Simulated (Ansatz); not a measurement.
# WSi2 (I4/mmm): Drude plasma energy along x against volume

The cell of WSi2 (I4/mmm) is scaled evenly and the response computed anew at each volume, on one mesh. The atoms keep their fractional positions. x, y and z are the Cartesian axes of the input cell.

Symmetry: I4/mmm, No. 139, tetragonal system. Conventional cell: a = 3.214 Å, b = 3.214 Å, c = 7.830 Å, α = 90.00°, β = 90.00°, γ = 90.00°. W on site a is surrounded by 10 Si at 2.62 Å. Si on site e has 5 Si at 2.59 to 2.63 Å and 5 W at 2.62 Å as nearest neighbours.

Method: Ansatz 0.2.0, PBE, independent particles, k-mesh 20×20×20 with interpolation inside its cells, Gaussian parameter 0.1 eV.

Launch of the response step: `ansatz run input.yaml --threads 4 --pin off --max-ram 8192MiB --backend cpu --events-out ev --progress --plain --runs-dir out`. The series took 28.4 min in all, on 4 threads of Intel(R) Xeon(R) Processor @ 2.50GHz (Skylake/Cascade Lake), with other jobs on the host.

| V/V₀ | V (Å³, primitive cell) | Drude plasma energy along x (eV) |
| --- | --- | --- |
| 0.94 | 38.01 | 2.7557 |
| 0.96 | 38.82 | 2.7087 |
| 0.98 | 39.63 | 2.6635 |
| 1.00 | 40.44 | 2.6206 |
| 1.02 | 41.24 | ? |
| 1.04 | 42.05 | 2.5484 |
| 1.06 | 42.86 | 2.5211 |

For small changes the quantity should be close to linear in ln V.

Working, on the rows shown:

| x = ln(V/V₀) | y = Drude plasma energy along x |
| --- | --- |
| -0.0618754 | 2.7557 |
| -0.040822 | 2.7087 |
| -0.0202027 | 2.6635 |
| 0 | 2.6206 |
| 0.0392207 | 2.5484 |
| 0.0582689 | 2.5211 |

Means: x̄ = -0.0042351, ȳ = 2.6363. Σ(x − x̄)(y − ȳ) = -0.02105, Σ(x − x̄)² = 0.01073. Slope = -0.02105 / 0.01073 = -1.962; intercept = ȳ − slope · x̄ = 2.628. The line misses the rows shown by up to 0.0074 eV, in a bent pattern, so a parabola y = c₀ + c₁x + c₂x² is fitted. The sums Σx = -0.025410484, Σx² = 0.01083668, Σx³ = -5.4996726e-05, Σx⁴ = 3.1495593e-05, Σy = 15.818, Σxy = -0.088042688 and Σx²y = 0.028631274 in the three normal equations give c₀ = 2.6213, c₁ = -1.959, c₂ = 3.719; the parabola misses the rows by at most 0.0018 eV.

Problem. Predict the last column of the withheld row from the fit.

Solution. At x = 0.019803 the parabola gives y = 2.584 eV. The run gave 2.5817 eV, so the interpolation is off by 0.0023 eV, 1.0 % of the range in the table.

Between the rows on either side of x = 0 the slope is (2.5817 − 2.6635) / (0.019803 − (-0.020203)) = -2.045. So d ln ωp/d ln V = -0.78; free electrons would give −0.50. The values come from a sum over the points of one k-mesh and carry its error, which is largest for Fermi-surface quantities. Spin-orbit coupling is left out.
